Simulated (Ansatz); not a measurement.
**PbC (model cell, started as zinc blende): from the cell to its phonons**

Aim: the vibrations of PbC (model cell, started as zinc blende), their spectra, and whether the structure is stable.

Calculated with Ansatz 0.2.0; DFT PBEsol, scalar-relativistic, plane waves, PAW.

This is a report of a sequence of runs, with most program output left out.

The structure was built from a prototype and need not be the compound's stable phase.

**1. Set-up**

Symmetry: F-43m, No. 216, cubic system. The conventional cell has a = 4.939 Å, b = 4.939 Å, c = 4.939 Å, α = 90.00°, β = 90.00°, γ = 90.00°. Pb has 4 C at 2.14 Å nearest. Nearest to C lie 4 Pb at 2.14 Å. Farther neighbours are not listed.

**2. Rough relaxation**

The start is far from rest, so a relaxation with loose tolerances brings it close first.

input.yaml reads:

```yaml
crystal:
  lattice:
    - [0.0, 2.46933, 2.46933]
    - [2.46933, 0.0, 2.46933]
    - [2.46933, 2.46933, 0.0]
  atoms:
    - { symbol: Pb, position: [0.0, 0.0, 0.0] }
    - { symbol: C, position: [0.25, 0.25, 0.25] }
kpoints:
  mp_grid: { grid: [8, 8, 8] }
hamiltonian:
  xc: pbesol
scf:
  occupations: { method: gaussian, width: 0.1 }
output:
  forces: true
  stress: true
  eigenvalues: true
relax:
  adjacent_minimum: "off"
  f_tol: 0.05
  max_steps: 80
  cell: { stress_tol: 0.5 }
```

Run with:

```
$ ansatz run input.yaml --threads 4 --pin off --max-ram 7168MiB --backend cpu --events-out ev --progress --plain --runs-dir out
```

Elapsed: 2.3 s, on 4 threads of Arm Neoverse V2, shared host; peak memory 0.32 GiB; 7.5 s of CPU time.

Step by step:

```csv
step,energy less that of the first step (eV),largest force component (eV/Å),pressure (GPa),volume (Å³)
1,0.0000,0.0000,30.66,30.11
2,-0.4735,0.0000,5.58,34.74
3,-0.4988,0.0000,1.49,35.96
4,-0.5007,0.0000,0.01,36.47
5*,-0.5153,0.0000,0.45,36.47
```

Relaxation steps marked * repeat the geometry before them on a plane-wave basis chosen anew for their cell, so energy and pressure can jump there.

Forces are held to the 24 operations that the run works with; a distortion that breaks them can't arise in this run.

```csv
"conventional cell, symmetrised",before,after,change
a (Å),4.939,5.264,+6.6 %
b (Å),4.939,5.264,+6.6 %
c (Å),4.939,5.264,+6.6 %
volume (Å³/atom),15.06,18.24,+21.1 %
```

Final coordinates:

```xyz
2
Lattice="0.0000 2.6321 2.6321 2.6321 0.0000 2.6321 2.6321 2.6321 0.0000" Properties=species:S:1:pos:R:3 pbc="T T T"
Pb    0.0000    0.0000    0.0000
C     1.3161    1.3161    1.3161
```

This step gave:

| Quantity | Value |
| --- | --- |
| pressure | 0.4459 GPa |
| volume per atom | 18.24 Å³ |
| gap on the k-mesh | 0 eV |

In this step the volume went from 15.06 to 18.24 Å³/atom.

**3. Relaxation**

The cell and atoms are relaxed, since residual forces and stress would shift the frequencies.

input.yaml reads:

```yaml
crystal:
  lattice:
    - [0.0, 2.6321307256, 2.6321307256]
    - [2.6321307256, 0.0, 2.6321307256]
    - [2.6321307256, 2.6321307256, 0.0]
  atoms:
    - { symbol: Pb, position: [0.0, 0.0, 0.0] }
    - { symbol: C, position: [0.25, 0.25, 0.25] }
kpoints:
  mp_grid: { grid: [12, 12, 12] }
hamiltonian:
  xc: pbesol
scf:
  occupations: { method: gaussian, width: 0.1 }
output:
  forces: true
  stress: true
  eigenvalues: true
  write_density: true
  write_potential: true
  elf: true
  volumetric_format: npy
relax:
  adjacent_minimum: "off"
  f_tol: 0.005
  max_steps: 80
  cell: { stress_tol: 0.05 }
```

The job ended after 4.6 s (4 threads; peak memory 0.37 GiB).

Step by step:

```csv
step,energy less that of the first step (eV),largest force component (eV/Å),pressure (GPa),volume (Å³)
1,0.0000,0.0000,0.49,36.47
2,0.0000,0.0000,-0.12,36.70
3,-0.0001,0.0000,0.00,36.65
4*,-0.0003,0.0000,0.00,36.65
```

Relaxation steps marked * repeat the geometry before them on a plane-wave basis chosen anew for their cell, so energy and pressure can jump there.

Forces are held to the 24 operations that the run works with; a distortion that breaks them can't arise in this run.

```csv
"conventional cell, symmetrised",before,after,change
a (Å),5.264,5.273,+0.2 %
b (Å),5.264,5.273,+0.2 %
c (Å),5.264,5.273,+0.2 %
volume (Å³/atom),18.24,18.33,+0.5 %
```

The relaxed structure:

```xyz
2
Lattice="0.0000 2.6365 2.6365 2.6365 0.0000 2.6365 2.6365 2.6365 0.0000" Properties=species:S:1:pos:R:3 pbc="T T T"
Pb    0.0000    0.0000    0.0000
C     1.3183    1.3183    1.3183
```

This step gave:

```yaml
pressure: 0.004758 GPa
volume_per_atom: 18.33 Å³
```

Electrostatic potential energy in the ac plane of a cell with a along [110], b along [-110] and c along [001] of the cube at fractional y = 0.000, with atoms of Pb and C within 0.2 Å of it. With pseudopotentials it is smooth inside the atoms' cores, unlike the true potential.

Ten even steps from '0' (-33 eV) to '9' (14 eV), each cell a mean:
```
302799972032058998502
015875785100377667730
568710178656784004876
999600069999983003899
999831489999996226999
999988899999999889999
999999999999999999999
999999999999999999999
999999999999999999999
999999999999999999999
889999999888899999988
247999987423689999863
103899983010168998610
411799971143048998403
```
Columns run along a (7.5 Å; values clipped at the 3rd and 97th percentile), rows up along c (5.3 Å), edges of the conventional cell, whose origin can differ from the input's. Atoms in or near the plane, at fractional coordinates: Pb at (0.50, 0.00), Pb at (0.00, 0.00), C at (0.75, 0.75), C at (0.25, 0.75).

Valence density in the ac plane of a cell with a along [110], b along [-110] and c along [001] of the cube at fractional y = 0.000, with atoms of Pb and C within 0.2 Å of it. It is the smooth field of the valence electrons, not physical close to the nuclei.

Ten steps, logarithmic in the rise over the least value, from '_' (0.02 × 1e0 e/Å³) to '@' (9.11 × 1e0 e/Å³), each cell a mean:
```
@@%%++----------++%%@@@@##==--------==##@@
##**======++======**####++====++++====++##
====--==****++==--======--==++****++==--==
::::--==******==--::::::::==++****++==::::
__..::==++++++--::..____..--==++++==--..__
____..::--==--::..________::--====--::____
______..::::::..__________....::::....____
________......________________....________
__________________________________________
....______________......________________..
::::..__________..::::::::..________..::::
++==--..______..--==++++==::..____..::==++
%%##++::..__..::++##%%%%**--........--**%%
@@%%**--::..::--**%%@@@@##==::....::==##@@
```
Columns run along a (7.5 Å), rows up along c (5.3 Å), edges of the conventional cell, whose origin can differ from the input's. Atoms in or near the plane, at fractional coordinates: Pb at (0.50, 0.00), Pb at (0.00, 0.00), C at (0.75, 0.75), C at (0.25, 0.75).

ELF in the ac plane of a cell with a along [110], b along [-110] and c along [001] of the cube at fractional y = 0.000, with atoms of Pb and C within 0.2 Å of it. It is the smooth field of the valence electrons, not physical close to the nuclei.

Ten even steps from '_' (0.01) to '@' (0.77), each cell a mean:
```
__..--==####**==--..____--==++####++==--__
----==##@@@@@@##==--------++@@@@@@@@++----
==--**@@%%++%%@@**--==--==%%@@****@@%%==--
::--##@@**::**@@##--::::++@@%%----%%%%++::
..::++%%%%##%%%%++::....--##@@%%%%@@##--..
__..--**%%@@%%**--..____::++##@@@@##++..__
____..--++++++--..________::==++++==::____
______....::....____________..::::..______
__________________________________________
....______________........____________....
----::..______..::--------::________::----
======--..__..--==========--::____::--====
..--++==::..::==++--..::====--....--====::
__..====------====..____::==--------==::__
```
Columns run along a (7.5 Å), rows up along c (5.3 Å), edges of the conventional cell, whose origin can differ from the input's. Atoms in or near the plane, at fractional coordinates: Pb at (0.50, 0.00), Pb at (0.00, 0.00), C at (0.75, 0.75), C at (0.25, 0.75).

In this step the volume went from 18.24 to 18.33 Å³/atom.

**4. Tight relaxation**

Phonons need a cell at rest on their own settings, so the relaxation is repeated with tight tolerances on forces and stress on the k mesh and occupations of the first response run.

input.yaml reads:

```yaml
crystal:
  lattice:
    - [0.0, 2.6365247376, 2.6365247376]
    - [2.6365247376, 0.0, 2.6365247376]
    - [2.6365247376, 2.6365247376, 0.0]
  atoms:
    - { symbol: Pb, position: [0.0, 0.0, 0.0] }
    - { symbol: C, position: [0.25, 0.25, 0.25] }
kpoints:
  mp_grid: { grid: [12, 12, 12] }
hamiltonian:
  xc: pbesol
scf:
  occupations: { method: methfessel_paxton, width: 0.15 }
output:
  forces: true
  stress: true
  eigenvalues: true
relax:
  adjacent_minimum: "off"
  f_tol: 0.001
  max_steps: 60
  cell: { stress_tol: 0.01 }
```

Elapsed: 2.4 s, on 4 threads; peak memory 0.36 GiB; 8.4 s of CPU time.

Little changed from the start: no atom moved by 0.005 Å and no cell edge by 0.1 %.

This step gave:

```yaml
pressure: 0.003671 GPa
```

The forces vanish by symmetry and the pressure is 0.004 GPa, within the tolerances set. The cell now holds 18.33 Å³/atom.

**5. Phonons on a q mesh**

Stability and thermal properties need the whole zone. Linear response on a 4×4×4 q mesh gives force constants as far as a supercell of that size would.

input.yaml, the sections that differ from step 4:

```yaml
output:
  eigenvalues: true
phonons:
  method: dfpt
  qmesh: [4, 4, 4]
  temperatures: { t_max: 1000, t_step: 50 }
  qpath:
    path:
      - [[0.0, 0.0, 0.0], [-0.5, -0.5, 0.0], [-0.375, -0.375, 0.25]]
      - [[-0.375, 0.0, 0.375], [0.0, 0.0, 0.0], [0.0, 0.0, 0.5], [-0.5, -0.25, 0.25], [-0.5, -0.5, 0.0]]
    npoints: 10
# crystal, kpoints, hamiltonian, scf: as in step 4
# relax: removed
```

Wall time 2.9 min (4 threads); peak memory 2 GiB.

Numbers from this step:

```
sum-rule residual before enforcement                       : 2.33e-5 eV/Å²
lowest frequency on the path                               : 0 cm⁻¹
point group                                                : -43m
highest frequency on the path or at a solved wavevector    : 558.6 cm⁻¹
mean frequency                                             : 306.8 cm⁻¹
Debye temperature (second moment)                          : 692 K
logarithmic mean frequency                                 : 217.4 cm⁻¹
highest optical mode at the zone centre (no LO-TO term)    : 469.0 cm⁻¹
lowest optical zone-centre mode                            : 469.0 cm⁻¹
lowest mode on the q mesh (acoustic modes at Γ apart)      : 48.05 cm⁻¹
zero-point energy per atom                                 : 57.06 meV
heat capacity at 300 K                                     : 19.89 J/(mol atoms K)
vibrational entropy at 300 K                               : 26.79 J/(mol atoms K)
edges of the widest gap between branches, on path and mesh : 167, 469 cm⁻¹
```

Frequencies (cm⁻¹) solved at each irreducible wavevector; negative means imaginary. Frequencies by wavevector, by row:

```csv
q in reciprocal lattice units,star,mode 1,mode 2,mode 3,mode 4,mode 5,mode 6
0 0 0,1,0,0,0,469,469,469
0 0 0.25,8,48,48,115.1,485.2,485.2,544.5
0 0 -0.5,4,61.6,61.6,162.9,489.5,489.5,544.5
0 0.25 0.25,6,66.8,66.8,114.1,496.7,496.7,547
0 0.25 -0.5,24,76.2,97.4,146,501.2,505.9,552.6
0 0.25 -0.25,12,67.3,97.9,133.4,495.1,505,553.2
0 -0.5 -0.5,3,82.9,82.9,167,506.2,506.2,545.9
0.25 -0.5 -0.25,6,92.3,111.4,141.6,502.2,515.5,556.5
```

Interpolated from a 4×4×4 q mesh. Phonon branches along the path, in cm⁻¹:

```csv
point,branch 1,branch 2,branch 3,branch 4,branch 5,branch 6
Γ,0,0,0,469,469,469
halfway,67,67,114,497,497,547
X,83,83,167,506,506,546
halfway,83,92,162,506,507,549
U,83,104,149,505,506,557
jump to K,83,104,149,505,506,557
halfway,53,82,119,488,503,546
Γ,0,0,0,469,469,469
halfway,48,48,115,485,485,544
L,62,62,163,490,490,544
halfway,76,95,147,500,502,553
W,92,111,142,502,516,556
halfway,88,96,157,504,511,551
X,83,83,167,506,506,546
```

The phonon density of states has structure finer than the step of the table below, so its rows give means over 20 cm⁻¹, whole bins alone (the curve runs from 2.5 to 558 cm⁻¹). Peaks (cm⁻¹: height): 82.5: 0.0585, 142.5: 0.0498, 502.5: 0.146, 552.5: 0.104.

Tetrahedra on a 20×20×20 mesh, mean over bins of 5 cm-1. Interpolated from a 4×4×4 q mesh. Table of phonon density of states by wavenumber; means over each step:

```csv
wavenumber (cm⁻¹),phonon density of states (1/cm⁻¹/cell)
20,0.00119
40,0.00561
60,0.0243
80,0.0458
100,0.0267
120,0.00721
140,0.0287
160,0.0103
180,2.6e-5
200,0
220,0
240,0
260,0
280,0
300,0
320,0
340,0
360,0
380,0
400,0
420,0
440,0
460,2.0e-4
480,0.0133
500,0.0806
520,0.00856
540,0.0171
```

The partial phonon density of states has structure finer than the step of the table below, so its rows give means over 20 cm⁻¹, whole bins alone (the curve runs from -10 to 585 cm⁻¹). Peaks (cm⁻¹: height): C 502.7: 0.103, 551.4: 0.0664; Pb 83.6: 0.0485, 143.4: 0.0390.

Phonopy on the run's constants, 19x19x19 mesh, Gaussian sigma 4.3 cm-1. Interpolated from a 4×4×4 q mesh. Partial phonon density of states against wavenumber; means over each step; values in 1/cm⁻¹/cell:

```csv
wavenumber (cm⁻¹),C,Pb
0,3.8e-6,7.6e-5
20,6.7e-5,0.00124
40,2.7e-4,0.00552
60,9.4e-4,0.0235
80,0.00137,0.0433
100,6.7e-4,0.0263
120,1.9e-4,0.00782
140,2.2e-4,0.0274
160,4.6e-5,0.0110
180,0,1.0e-4
200,0,0
220,0,0
240,0,0
260,0,0
280,0,0
300,0,0
320,0,0
340,0,0
360,0,0
380,0,0
400,0,0
420,0,0
440,0,0
460,3.4e-4,1.8e-5
480,0.0140,6.2e-4
500,0.0748,0.00199
520,0.0106,2.7e-4
540,0.0185,3.7e-4
560,0.0279,5.0e-4
```

Second derivatives of the energy by pair, one row for each kind of neighbour of each atom listed. Each entry sums the pair over the periodic images of the supercell that the q mesh stands for, and in a polar crystal it holds the long-range dipole part too. Force constants by pair, by row:

```csv
atom,neighbour,distance (Å),third of the trace (eV/Å²),along the pair's line (eV/Å²)
Pb1,itself,0,12.97,–
Pb1,C,2.283,-2.59,-6.175
Pb1,Pb,3.729,-0.2043,-1.378
Pb1,C,4.372,0.0153,0.1883
Pb1,Pb,5.273,-0.0322,-0.1265
Pb1,C,5.746,0.0298,0.2196
Pb1,Pb,6.458,-0.0444,-0.1212
Pb1,C,6.85,0.0153,0.0446
Pb1,C,6.85,0.0164,0.0394
C2,itself,0,11.5,–
C2,Pb,2.283,-2.59,-6.175
C2,C,3.729,-0.1162,-0.4823
C2,Pb,4.372,0.0153,0.1883
C2,C,5.273,-2.00e-4,-0.0367
C2,Pb,5.746,0.0298,0.2196
C2,C,6.458,-0.0168,-0.058
C2,Pb,6.85,0.0153,0.0446
C2,Pb,6.85,0.0164,0.0394
```

Harmonic thermodynamic functions per atom, from the density of states. Interpolated from a 4×4×4 q mesh. Thermodynamic functions, by row:

```csv
T (K),F_vib (meV/atom),S (J/mol-atom/K),C_V (J/mol-atom/K)
0,57.06,0,0
50,56.42,3.918,6.876
100,52.71,10.14,10.92
200,37.16,19.42,16.34
300,13.08,26.79,19.89
400,-17.9,32.8,21.76
500,-54.55,37.77,22.79
600,-95.94,41.99,23.4
700,-141.4,45.63,23.79
800,-190.4,48.82,24.05
900,-242.5,51.66,24.23
1000,-297.4,54.22,24.36
```

Harmonic mean-square displacement, third of the trace. Interpolated from a 4×4×4 q mesh. Mean square displacements, by row:

```csv
T (K),Pb1 U_eq (Å²),C2 U_eq (Å²)
0,9.30e-4,0.00315
100,0.00201,0.00389
300,0.00554,0.00663
600,0.01097,0.01177
```

Symmetry leaves 8 wavevectors to solve. The lowest mode among them, the acoustic zeros apart, lies at q = (0, 0, 0.25) and is real, 48.0 cm⁻¹.

**6. Isotope substitution, element C, natural mass 12.011 amu**

An isotope changes the mass and not the force constants, so no new electronic calculation is needed; the shifts show which modes move this element.

The same force constants with the mass of C changed from 12.011 to 13.003 u (phonopy, no LO-TO term). Both lists are sorted by frequency; levels can cross, so a row need not hold one and the same mode. Modes under 3 cm⁻¹ are left out. Isotope shifts, by row:

```csv
q,rank,natural mass (cm⁻¹),changed mass (cm⁻¹)
0 0 0,4,469,451.8
0 0 0,5,469,451.8
0 0 0,6,469,451.8
0 0 0.25,1,48.05,47.96
0 0 0.25,2,48.05,47.96
0 0 0.25,3,115.1,115
0 0 0.25,4,485.2,467.2
0 0 0.25,5,485.2,467.2
0 0 0.25,6,544.5,524
0 0 -0.5,1,61.57,61.47
0 0 -0.5,2,61.57,61.47
0 0 -0.5,3,162.9,162.8
0 0 -0.5,4,489.5,471.3
0 0 -0.5,5,489.5,471.3
0 0 -0.5,6,544.5,523.3
0 0.25 0.25,1,66.81,66.71
0 0.25 0.25,2,66.81,66.71
0 0.25 0.25,3,114.1,114
0 0.25 0.25,4,496.7,478.1
0 0.25 0.25,5,496.7,478.1
0 0.25 0.25,6,547,526.4
```

A mode of this element alone would shift by -3.89 %. The highest zone-centre frequency without the field goes from 469.0 to 451.8 cm⁻¹ (-3.7 %). The product of the frequency ratios over all optical modes at Γ is 0.894; the product rule, (m/m′)^(3k/2) (M′/M)^(3/2) with k = 1 such atoms and M the mass of the cell, gives 0.894.

**7. Isotope substitution, element Pb, natural mass 207.2 amu**

The same for Pb, from 207.20 to 203.97 u.

A mode of this element alone would shift by +0.79 %. The highest zone-centre frequency without the field goes from 469.0 to 469.2 cm⁻¹ (+0.0 %). The product of the frequency ratios over all optical modes at Γ is 1.001; the product rule, (m/m′)^(3k/2) (M′/M)^(3/2) with k = 1 such atoms and M the mass of the cell, gives 1.001.

**8. Summary of results**

```yaml
space_group_after_relaxation_within_0p01_a: F-43m
volume_per_atom: 18.3 Å³
electronic_character: no gap on this mesh
highest_optical_mode_at_the_zone_centre_no_lo_to_term: 469 cm⁻¹
lowest_optical_zone_centre_mode: 469 cm⁻¹
lowest_mode_on_the_q_mesh_acoustic_modes_at_gamma_apart: 48.0 cm⁻¹
highest_frequency_on_the_path_or_at_a_solved_wavevector: 559 cm⁻¹
zero_point_energy_per_atom: 57.1 meV
heat_capacity_at_300_k: 19.9 J/(mol atoms K)
vibrational_entropy_at_300_k: 26.8 J/(mol atoms K)
debye_temperature_second_moment: 692 K
imaginary_modes_on_the_4x4x4_q_mesh: none
```

What this shows: The structure is a minimum as far as tested: no mode is imaginary at the 8 irreducible wavevectors of the 4×4×4 mesh, and the softest away from the acoustic zeros lies at 48 cm⁻¹. The optical modes at Γ form one degenerate level at 469 cm⁻¹. On the path and the mesh, the widest gap between branches runs from 167 to 469 cm⁻¹. With no gap, or one that is small against the smearing, the frequencies hang on the k mesh and the smearing, most of all near Kohn anomalies. Spin-orbit coupling is left out, which can matter for the heavy elements here. The starting cell was built on a prototype and not taken from a measurement, so the phase need not exist. These are harmonic frequencies at zero temperature: anharmonic shifts, linewidths and thermal expansion are left out.

[Logs are printed without paths, hosts, clocks, repeated set-up lines and the standing remarks that a program may print on its own settings, such as how far it seeks lower states.]

[Hosts, paths, dates, database ids (printed as entryN), source tags and the programs' standing remarks are cut or masked in the printed files.]
